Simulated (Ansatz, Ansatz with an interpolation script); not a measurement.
# From a coarse GW mesh to bands everywhere: TiO2 (Anatase)

G0W0 gives levels on a mesh alone; what do the bands of TiO2 (Anatase) look like between the points?

Calculated with Ansatz 0.2.0; LDA, Wannier functions and G0W0, plane waves, PAW.

**The experiments to reproduce.**

- Gap 3.4 eV: indirect optical gap from Tauc plot; UV-Vis absorption, Tauc plot; film (sol-gel dip-coated film, 232 nm thick, calcined at 400 C) on borosilicate glass (“Role of lamp type in conventional batch and micro-photoreactor for photocatalytic hydrogen production”, 2023, pmc:10548134).

- Gap 3.18 ± 0.03 eV: direct optical gap from Kubelka-Munk plot; UV-Vis diffuse reflectance; 300 K; powder (“Effect of Ethylene Glycol: Citric Acid Molar Ratio and pH on the Morphology, Vibrational, Optical and Electronic Properties of TiO2 and CuO Powders Synthesized by Pechini Method”, 2022, pmc:9369947).

- Gap 3.17 eV: gap from valence band edge and flat band potential; valence-band XPS and Mott-Schottky plots; film (“Enhancement of Titania Photoanode Performance by Sandwiching Copper between Two Titania Layers”, 2020, pmc:7579609).

- Gap 3.28 eV: optical band gap from diffuse reflectance, bare TiO2; UV-Vis diffuse reflectance spectroscopy; powder (undecorated commercial pigmentary anatase powder (Kronos 1077), primary particles about 130 nm) (“Nano-MnO2 Decoration of TiO2 Microparticles to Promote Gaseous Ethanol Visible Photoremoval”, 2018, pmc:6164255).

- Gap 3.98 eV: direct quasiparticle gap around Gamma; experiment quoted from earlier work; bulk crystal (anatase, value from earlier experiment) (quoted in “Giant exciton Mott density in anatase TiO2”, 2020, arxiv:2007.10051).

This is a selection; 13 further reports are not listed.

### Step 1. The structure

It takes space group I4_1/amd (No. 141, tetragonal). Conventional cell: a = 3.784 Å, b = 3.784 Å, c = 9.515 Å, α = 90.00°, β = 90.00°, γ = 90.00°. Nearest to Ti lie 6 O at 1.93 to 1.98 Å. Nearest to O lie 3 Ti at 1.93 to 1.98 Å. Farther neighbours and most contacts between anions are not listed.

The cell and positions come from the Crystallography Open Database and are kept as given unless a step says otherwise.

### Step 2. LDA bands

The cheap functional maps the bands first; the places of the edges decide which points the dearer methods must see.

This step: DFT, LDA, plane waves, PAW; PAW set soft_1.

The input, input.yaml:

```yaml
crystal:
  lattice:
    - [-1.8921, 1.8921, 4.7573]
    - [1.8921, -1.8921, 4.7573]
    - [1.8921, 1.8921, -4.7573]
  atoms:
    - { symbol: Ti, position: [0.0, 0.0, 0.0] }
    - { symbol: Ti, position: [0.75, 0.25, 0.5] }
    - { symbol: O, position: [0.2081, 0.2081, 0.0] }
    - { symbol: O, position: [0.9581, 0.4581, 0.5] }
    - { symbol: O, position: [0.5419, 0.0419, 0.5] }
    - { symbol: O, position: [0.7919, 0.7919, 0.0] }
kpoints:
  mp_grid: { grid: [6, 6, 6] }
  band_path:
    path:
      - [[0.0, 0.0, 0.0], [0.0, 0.0, 0.5], [0.25, 0.25, 0.25], [0.0, 0.5, 0.0], [0.0, 0.0, 0.0], [0.5, 0.5, -0.5], [0.28954641, 0.71045359, -0.28954641]]
      - [[-0.28954641, 0.28954641, 0.28954641], [0.0, 0.0, 0.0]]
      - [[0.0, 0.0, 0.5], [-0.07909283, 0.07909283, 0.5]]
      - [[0.5, 0.5, -0.07909283], [0.5, 0.5, -0.5]]
    npoints: 10
hamiltonian:
  xc: lda
  pseudopotentials: { kind: paw, azcp: { folder: soft_1 }, xc_functional: pbe }
scf:
  occupations: { method: fermi_dirac, width: 0.02 }
  n_extra_bands: 36
output:
  eigenvalues: true
  fatbands: true
  write_density: true
  write_potential: true
  elf: true
  volumetric_format: npy
```

The run is started by

```console
$ ansatz run input.yaml --threads 3 --pin off --max-ram 92160MiB --backend cuda --events-out ev --progress --plain --runs-dir out --devices 1 --max-vram 13GiB
```

Numbers of over 12 decimals in the logs are rounded to 6 here.

The log of the run:

```text
scf.n_extra_bands = 36 over 24 filled bands (N_el = 48.0): the run solves 60 bands
GPUs: using 1 of 1 available (devices: 1).
Engine: ansatz 0.2.0, x86_64-unknown-linux-gnu
Pseudopotentials: kind: paw
Pseudopotential: Ti, paw, valence charge 12, recommended cutoff 420 eV (normal), soft_1/Ti.paw.azcp
Pseudopotential: O, paw, valence charge 6, recommended cutoff 420 eV (normal), soft_1/O.paw.azcp
Functional definition: SPW92
  exchange = slater_x
  correlation = pw_c
device memory: the entry about to start is reckoned to put 2.5 GiB on a device that reports 52.5 GiB free (of which the cap on the GPU budget leaves the run 13.0 GiB)
GPU FFT provider: cuFFT
GPU libraries: cuBLAS 13.8.2, cuFFT 12.4.0, cuSOLVER 12.3.4
Crystal: 6 atoms, lattice volume = 68.125 Å³
Basis set: ecut = 420 eV, 1315 PW (Γ)
Bands: 60, of which v1, the nominal top of the filled ones, is band 24 counted from 1 (23 counted from 0)
Symmetry: 16 space group operations
Space group: I41/amd (ITA 141), of the structure as read, at distance tolerance 4.1e-5 Å
k-points: 30 of 216
Non-local potential: Ti, projectors of the file, l = 0: 3, l = 1: 2, l = 2: 3, l = 3: 1
Non-local potential: O, projectors of the file, l = 0: 2, l = 1: 2, l = 2: 1
PAW form: soft (Blöchl's): semilocal exchange-correlation on the pseudo side does not see the compensation charge
PAW frozen core: Ti, regenerated for the run's functional, and the local potential with it (the file was generated under x = pbe(κ = 0.804, μ = 0.219515), c = pbe(β = 0.066725))
PAW frozen core: O, regenerated for the run's functional, and the local potential with it (the file was generated under x = pbe(κ = 0.804, μ = 0.219515), c = pbe(β = 0.066725))
PAW one-centre angular grid: Ti, 590 points (default); XC on 64 Gauss nodes
PAW one-centre angular grid: O, 110 points (default); XC on 64 Gauss nodes
Initial density: superposition of atomic densities (chi_scale 0.1, normalization cell, long waves kept (reshape's long-wave potential 0.00 eV rms))
Initial wavefunctions: pseudopotential atomic-orbital guess
GPU buffer pool allocated for 64000 grid points (all kernels)
GPU transforms: local potential and band sums: pruned to the plane-wave sphere, on 40×40×40
Functional: x = slater, c = lda
SCF iter   1: F=—  HF=-7130.928559 eV  |F-HF|=—  |Δ(HF+E_count)|=         —  Δρ=5.25e-2  dr2=2.05e0  ethr=3.10e-3  ⟨swp⟩=4.8  Hψ=7409  notcnv=0  defer=277
preconditioner: auto → none  [insulator: Δε(μ)=2.148 eV  Ē_g=23.465 eV  σ=0.020 eV  W_gap=1.00  n_scr=14 (ndim 8)  ℏωp=25.4 eV  f_vac=0.000  D(μ)=0.00/eV (n_scr^D=0)  ε∞_Penn≈2.2]
SCF iter   2: F=—  HF=-7130.495549 eV  |F-HF|=—  |Δ(HF+E_count)|=   4.33e-1  Δρ=2.52e-2  dr2=4.25e-1  ethr=3.10e-3  ⟨swp⟩=2.0  Hψ=2250  notcnv=0  defer=900
SCF iter   3: F=—  HF=-7130.445819 eV  |F-HF|=—  |Δ(HF+E_count)|=   4.97e-2  Δρ=4.03e-3  dr2=1.30e-2  ethr=8.85e-4  ⟨swp⟩=2.0  Hψ=1560  notcnv=0  defer=900
SCF iter   4: F=—  HF=-7130.444549 eV  |F-HF|=—  |Δ(HF+E_count)|=   1.27e-3  Δρ=5.82e-4  dr2=3.18e-4  ethr=2.70e-5  ⟨swp⟩=2.0  Hψ=1430  notcnv=0  defer=900
SCF iter   5: F=—  HF=-7130.444547 eV  |F-HF|=—  |Δ(HF+E_count)|=   2.69e-6  Δρ=6.04e-5  dr2=1.14e-6  ethr=6.63e-7  ⟨swp⟩=2.1  Hψ=1361  notcnv=0  defer=900
SCF iter   6: F=—  HF=-7130.444305 eV  |F-HF|=—  |Δ(HF+E_count)|=   2.42e-4  Δρ=9.22e-6  dr2=2.63e-8  ethr=2.08e-10  ⟨swp⟩=12.0  Hψ=11078  notcnv=0
SCF iter   7: F=-7130.444305 eV  HF=-7130.444305 eV  |F-HF|=3.21e-9  |Δ(HF+E_count)|=   3.76e-9  Δρ=2.99e-6  dr2=3.62e-9  ethr=5.48e-11  ⟨swp⟩=1.0  Hψ=3540  notcnv=0
SCF 1 converged in 7 iterations: F = -7130.444305 eV  dr2 = 3.62e-9
[...]
device memory: the entry about to start is reckoned to put 3.1 GiB on a device that reports 51.4 GiB free (of which the cap on the GPU budget leaves the run 13.0 GiB)
NSCF: frozen V_eff on 94 k-points
SCF converged after 7 iterations
Free energy (F): -7130.444305 eV
Harris-Foulkes:  -7130.444305 eV  (|F-HF|=3.21e-9)
Internal energy: -7130.444305 eV  (E = F + TS)
E sigma→0 (E₀):  -7130.444305 eV
Fermi energy:    7.885210 eV
--- Per-component energies (eV) ---
  E_band       = -469.255924
  E_kinetic    = 1226.293867
  E_local      = -3683.516089  (includes V_loc(G=0)·N_el)
  E_nonlocal   = 339.588492
  E_hartree    = 1410.023548
  E_xc         = -512.386095
  E_vxc        = -652.841617  (∫ρ·V_xc dr)
  E_paw        = -2589.295063  (= ΣΔE_a)
  E_vpaw       = -518.833474  (= ΣTr[D̂ρ^β])
  E_aug_tail   = 0.002999  (compensation charges beyond the density's cutoff)
  E_ewald      = -3322.195552
  E_core_change = 1.039587  (= ΣΔE_core)
  E_smearing   = -0.000000  (= −TS)
  E_closure    = 0.000000  (closes the sum)
  Σ components = -7130.444305   (vs F -7130.444305, Δ=0.00e0)
--- Band table (eV; the first three rows and the last of 30) ---
  k-point 0: bands = [... 20 lower, 6.1135, 6.1173, 6.4046, 6.4046, 8.9032, 9.6713, 10.8179, 10.8179, ... 32 higher]
  k-point 1: bands = [... 20 lower, 5.5350, 5.7056, 6.2270, 6.6199, 9.7679, 9.8808, 10.0882, 10.5155, ... 32 higher]
  k-point 2: bands = [... 20 lower, 4.8018, 5.9123, 6.2838, 6.7714, 9.8850, 10.1693, 10.3135, 10.6643, ... 32 higher]
  k-point 29: bands = [... 20 lower, 5.6062, 5.6062, 6.7584, 6.7584, 9.2733, 9.2733, 10.6002, 10.6002, ... 32 higher]
```

Run time: 17 s. Hardware: 1 × NVIDIA H100 80GB HBM3 (shared by 6 runs) with 3 threads of AMD EPYC 7R13 (Zen 3), shared host; peak memory 0.92 GiB; 16 s of CPU time.

Reading the cycles: dr2 is the Hartree energy of the density residual (eV), the measure of convergence; HF is the Harris–Foulkes estimate of the energy, which meets the free energy F at convergence.

This step gave:

| Quantity | Value |
| --- | --- |
| filled bands | 24 |
| gap | 2.017 eV |
| valence top at | k = (0.000, 0.000, 0.450) |
| conduction bottom at | Γ |
| least direct gap | 2.365 eV |

The gap is indirect, with the least direct gap 0.35 eV higher.

ELF in the ac plane of the conventional cell at fractional y = 0.000, with atoms of Ti and O within 0.2 Å of it. It is the smooth field of the valence electrons, not physical close to the nuclei.

Ten even steps from '0' (0.01) to '9' (0.80), each cell a mean:
```
88637975894478
65227987895136
44214688762234
99831234311589
58952578742797
79944887873698
99624898872389
65201466530135
10013455442101
00158999997300
00269975898510
00169987998400
00036999985100
00002466531000
00000011100000
32100000000022
87630000001468
99972000014899
58984100026997
79984100026998
88752000013688
43210122210134
87512588741268
79835999982588
```
Columns run along a (3.8 Å), rows up along c (9.5 Å), edges of the conventional cell, whose origin can differ from the input's. Atoms in or near the plane, at fractional coordinates: Ti at (0.00, 0.00), Ti at (0.50, 0.75), O at (0.00, 0.21), O at (0.50, 0.96), O at (0.50, 0.54), O at (0.00, 0.79).

Valence density in the ac plane of the conventional cell at fractional y = 0.000, with atoms of Ti and O within 0.2 Å of it. It is the smooth field of the valence electrons, not physical close to the nuclei.

Values in e/Å³, 24 rows by 14 columns, each cell a mean:
```
 9  6  3  1  1  3  6  8  5  2  1  1  4  8
 3  2  1  0  1  2  5  6  4  2  1  0  1  2
 1  1  0  0  0  1  1  2  1  1  0  0  0  1
 3  2  1  0  0  0  1  1  1  0  0  1  1  3
 8  5  2  1  1  2  4  5  3  1  1  1  3  6
 6  4  2  1  2  5 10 11  8  3  1  1  2  5
 1  1  1  0  1  4  8  9  6  3  1  0  1  1
 0  0  0  0  0  1  2  3  2  1  0  0  0  0
 0  0  0  0  0  0  1  1  1  0  0  0  0  0
 0  0  0  0  1  1  3  3  2  1  0  0  0  0
 0  0  0  0  1  3  6  8  5  2  0  0  0  0
 0  0  0  0  1  2  5  6  4  1  0  0  0  0
 0  0  0  0  0  1  1  1  1  0  0  0  0  0
 0  0  0  0  0  0  0  0  0  0  0  0  0  0
 0  0  0  0  0  0  0  0  0  0  0  0  0  0
 0  0  0  0  0  0  0  0  0  0  0  0  0  0
 0  0  0  0  0  0  0  0  0  0  0  0  0  0
 3  2  1  0  0  0  0  0  0  0  0  0  1  2
 8  5  2  0  0  0  0  0  0  0  0  1  3  6
 6  4  2  0  0  0  0  0  0  0  0  1  2  5
 2  1  1  0  0  0  0  0  0  0  0  0  1  1
 1  1  0  0  0  0  0  0  0  0  0  0  0  1
 5  3  1  0  0  0  0  0  0  0  0  1  2  4
11  8  3  1  1  1  2  3  2  1  1  2  5 10
```
Columns run along a (3.8 Å), rows up along c (9.5 Å), edges of the conventional cell, whose origin can differ from the input's. Atoms in or near the plane, at fractional coordinates: Ti at (0.00, 0.00), Ti at (0.50, 0.75), O at (0.00, 0.21), O at (0.50, 0.96), O at (0.50, 0.54), O at (0.00, 0.79).

### Step 3. Wannier functions (O:2p Ti:3d) on 12×12×12

Localised functions give a small Hamiltonian that interpolates between mesh points at no cost.

This step: maximally localised Wannier functions, LDA, plane waves, PAW; PAW set soft_1.

input.yaml, the sections that differ from step 2:

```yaml
kpoints:
  mp_grid: { grid: [6, 6, 6] }
scf:
  occupations: { method: fixed }
  n_extra_bands: 36
output:
  wannier:
    kmesh: [12, 12, 12]
    projections: [{ species: O, l: p, shell: 2 }, { species: Ti, l: d, shell: 3 }]
    minimise: true
    write_hr: true
    seedname: w
    conv_tol: 1.0e-06
    max_iter: 20000
    stability_check: false
    disentanglement:
      window: [1.94, 15.42]
      frozen_window: [1.94, 11.9]
      conv_tol: 1.0e-08
# crystal, hamiltonian: as in step 2
```

The log of the run:

```text
basis.fft_grid_basis auto: the FFT boxes are laid along the combinations [[1, 0, 1], [0, 1, 1], [0, 0, 1]] of the cell's own vectors, 3.784, 3.784 and 5.458 Å long. The dense box has 27×27×40 points. Along the cell's own vectors, as sized, it would have 40×40×40, 2.19 times as many. Of the 16 symmetry operations that the crystal satisfies within crystal.symmetry.tolerance (time reversal apart; of a slab, those that k [...]
[...]
GPUs: using 1 of 1 available (devices: 1).
[...]
GPU FFT provider: cuFFT
GPU libraries: cuBLAS 13.8.2, cuFFT 12.4.0, cuSOLVER 12.3.4
Crystal: 6 atoms, lattice volume = 68.125 Å³
Basis set: ecut = 420 eV, 1315 PW (Γ), FFT grids on a1+a3, a2+a3, a3
Bands: 60, of which v1, the nominal top of the filled ones, is band 24 counted from 1 (23 counted from 0)
Symmetry: 16 space group operations
[...]
k-points: 30 of 216
[...]
GPU buffer pool allocated for 29160 grid points (all kernels)
[...]
SCF iter   1: F=—  HF=-7130.928634 eV  |F-HF|=—  |Δ(HF+E_count)|=         —  Δρ=5.26e-2  dr2=2.05e0  ethr=3.10e-3  ⟨swp⟩=4.3  Hψ=5744  notcnv=0  defer=935
[...]
SCF iter   9: F=-7130.444304 eV  HF=-7130.444304 eV  |F-HF|=2.85e-9  |Δ(HF+E_count)|=   1.94e-7  Δρ=2.19e-6  dr2=3.42e-9  ethr=2.08e-10  ⟨swp⟩=11.4  Hψ=12228  notcnv=0
SCF 1 converged in 9 iterations: F = -7130.444304 eV  dr2 = 3.42e-9
[...]
NSCF: frozen V_eff on 30 k-points, pencils in batches of 32, up to order 240
the band table was solved once the SCF had ended and its energy, with any forces and stress, was formed, with the checks that follow a solve (6337 applications of the Hamiltonian). They found nothing against the state; the energy, forces and stress were not computed again (output.eigenvalues in the input reference)
[...]
NSCF: frozen V_eff on 167 k-points
the Wannier pass solved 167 of the 1728 points of its mesh, and has the states at the others by symmetry: states obtained by the crystal's operations at points that were solved too leave a residual of 2.36e-13 eV (read by the count's bands and the next), within 6.67e-6 eV
SCF converged after 9 iterations
Free energy (F): -7130.444304 eV
[...]
Internal energy: -7130.444304 eV  (E = F + TS)
E sigma→0 (E₀):  -7130.444304 eV
Fermi energy:    6.839449 eV
[...]
--- Band table (eV; the first three rows and the last of 30) ---
  k-point 0: bands = [... 20 lower, 6.1135, 6.1173, 6.4046, 6.4046, 8.9032, 9.6713, 10.8179, 10.8179, ... 32 higher]
  k-point 1: bands = [... 20 lower, 5.5350, 5.7056, 6.2270, 6.6198, 9.7679, 9.8808, 10.0882, 10.5155, ... 32 higher]
  k-point 2: bands = [... 20 lower, 4.8018, 5.9123, 6.2838, 6.7714, 9.8850, 10.1693, 10.3135, 10.6643, ... 32 higher]
  k-point 29: bands = [... 20 lower, 5.6062, 5.6062, 6.7584, 6.7584, 9.2733, 9.2733, 10.6001, 10.6001, ... 32 higher]
Wannier search: line search 1 of at most 20000: gauge-dependent spread (as the search counts it) 0.6061774 Å², largest recent change 1.3e-1 Å² against conv_tol 1.0e-6 Å², 0 stops escaped
```

Wall time 37 s (1 × NVIDIA H100 80GB HBM3 (shared by 6 runs) with 3 threads); peak memory 2.2 GiB; 41 s of CPU time.

w.win, one line in 2:

```text
! ansatz wannier90 interface
! states of the run's bands (counted from 1): 1-35
num_wann  = 22
conv_tol = 1e-6
dis_win_min = 1.94
dis_froz_min = 1.94
dis_num_iter = 10000
guiding_centres = true
write_hr = true
begin unit_cell_cart
                  -1.8921                   1.8921                   4.7573
                   1.8921                   1.8921                  -4.7573

Ti                       0.0                      0.0                      0.0
O                     0.2081                   0.2081                      0.0
O                     0.5419                   0.0419                      0.5
end atoms_frac
mp_grid = 12 12 12
```

Numbers from this step:

```yaml
gauge_invariant_spread: 16.23 Å²
diagonal_spread: 0.003656 Å²
off_diagonal_spread: 0.3353 Å²
total_spread: 16.57 Å²
least_projectability: 0.5531
localisation_steps: 62
disentanglement_steps: 109
r_m_s_interpolation_error: 4.87e-5 eV
r_m_s_error_near_the_gap: 4.66e-5 eV
```

Near the gap the model misses directly solved bands by 0.0 meV r.m.s. and by 0 meV at most in the window tested. This tests the starting bands, not the corrections carried with them.

Wannier functions, by row:

```csv
function,x (Å),y (Å),z (Å),spread (Å²),nearest atom,distance (Å)
1,0,0,2.015,0.736,O3,0.035
2,0,0,1.974,0.698,O3,0.006
3,0,0,1.965,0.75,O3,0.015
4,0,1.892,4.393,0.736,O4,0.035
5,0,1.892,4.344,0.75,O4,0.015
6,0,1.892,4.352,0.698,O4,0.006
7,0,1.892,0.364,0.736,O5,0.035
8,0,1.892,0.405,0.698,O5,0.006
9,0,1.892,0.414,0.75,O5,0.015
10,0,0,7.5,0.736,O6,0.035
11,0,0,7.55,0.75,O6,0.015
12,0,0,7.541,0.698,O6,0.006
13,0,0,0,0.883,Ti1,0
14,0,0,0.042,0.759,Ti1,0.042
15,0,0,-0.042,0.759,Ti1,0.042
16,0,0,0,0.781,Ti1,0
17,0,0,0,0.736,Ti1,0
18,0,1.892,2.379,0.883,Ti2,0
19,0,1.892,2.337,0.759,Ti2,0.042
20,0,1.892,2.421,0.759,Ti2,0.042
21,0,1.892,2.379,0.781,Ti2,0
22,0,1.892,2.379,0.736,Ti2,0
```

Frozen up to 5.02 eV; above it the model need not follow the bands. The electronic bands at the labelled points (eV, zero at the valence-band top):

```csv
point,band 21,band 22,band 23,band 24,band 25,band 26,band 27,band 28
Γ,-0.77,-0.77,-0.48,-0.48,2.02,2.78,3.93,3.93
halfway,-1.85,-0.98,-0.61,-0.26,2.91,3.09,3.45,3.69
X,-2.11,-2.11,-0.05,-0.05,3.29,3.29,3.78,3.78
halfway,-1.84,-1.84,-0.14,-0.14,3.37,3.37,3.72,3.72
P,-1.62,-1.62,-0.26,-0.26,3.53,3.53,3.56,3.56
halfway,-1.92,-0.99,-0.61,-0.37,3.09,3.22,3.63,3.66
N,-2.00,-0.98,-0.85,-0.64,3.16,3.49,3.52,3.62
halfway,-1.39,-0.82,-0.79,-0.52,2.89,3.18,3.28,3.56
Γ,-0.77,-0.77,-0.48,-0.48,2.02,2.78,3.93,3.93
halfway,-1.08,-1.08,-0.24,-0.24,2.12,2.67,3.77,3.77
M,-1.28,-1.28,-0.13,-0.13,2.39,2.39,3.71,3.71
halfway,-1.33,-0.72,-0.62,-0.57,2.65,3.15,3.37,3.49
S,-1.21,-0.95,-0.93,-0.83,3.14,3.42,3.53,3.58
jump to S0,-1.21,-0.95,-0.93,-0.83,3.14,3.42,3.53,3.58
halfway,-1.54,-0.94,-0.83,-0.58,3.05,3.26,3.29,3.58
Γ,-0.77,-0.77,-0.48,-0.48,2.02,2.78,3.93,3.93
jump to X,-2.11,-2.11,-0.05,-0.05,3.29,3.29,3.78,3.78
halfway,-2.07,-2.07,-0.06,-0.06,3.28,3.28,3.77,3.77
R,-1.95,-1.95,-0.09,-0.09,3.26,3.26,3.73,3.73
jump to G,-1.95,-1.95,-0.09,-0.09,3.26,3.26,3.73,3.73
halfway,-1.11,-1.11,-0.54,-0.54,2.99,2.99,3.49,3.49
M,-1.28,-1.28,-0.13,-0.13,2.39,2.39,3.71,3.71
```

The same for Kohn-Sham, solved directly:

```csv
point,band 21,band 22,band 23,band 24,band 25,band 26,band 27,band 28
Γ,-0.77,-0.77,-0.48,-0.48,2.02,2.78,3.93,3.93
X,-2.11,-2.11,-0.05,-0.05,3.29,3.29,3.78,3.78
P,-1.62,-1.62,-0.26,-0.26,3.53,3.53,3.56,3.56
N,-2.00,-0.98,-0.85,-0.64,3.16,3.49,3.52,3.62
Γ,-0.77,-0.77,-0.48,-0.48,2.02,2.78,3.93,3.93
M,-1.28,-1.28,-0.13,-0.13,2.39,2.39,3.71,3.71
S,-1.21,-0.95,-0.93,-0.83,3.14,3.42,3.53,3.58
S0,-1.21,-0.95,-0.93,-0.83,3.14,3.42,3.53,3.58
Γ,-0.77,-0.77,-0.48,-0.48,2.02,2.78,3.93,3.93
X,-2.11,-2.11,-0.05,-0.05,3.29,3.29,3.78,3.78
R,-1.95,-1.95,-0.09,-0.09,3.26,3.26,3.73,3.73
G,-1.95,-1.95,-0.09,-0.09,3.26,3.26,3.73,3.73
M,-1.28,-1.28,-0.13,-0.13,2.39,2.39,3.71,3.71
```

(Part 1 of 2 ends here.)

[Paths, hosts, dates, memory and timing lines, banners, echoed tables and standing remarks are left out of the program output.]

[Logs are printed without paths, hosts, clocks, repeated set-up lines and the standing remarks that a program may print on its own settings, such as how far it seeks lower states.]

[Runs of the session that timed out or met a known fault of the program may be left out.]

[Hosts, paths, dates, database ids (printed as entryN), source tags and the programs' standing remarks are cut or masked in the printed files.]
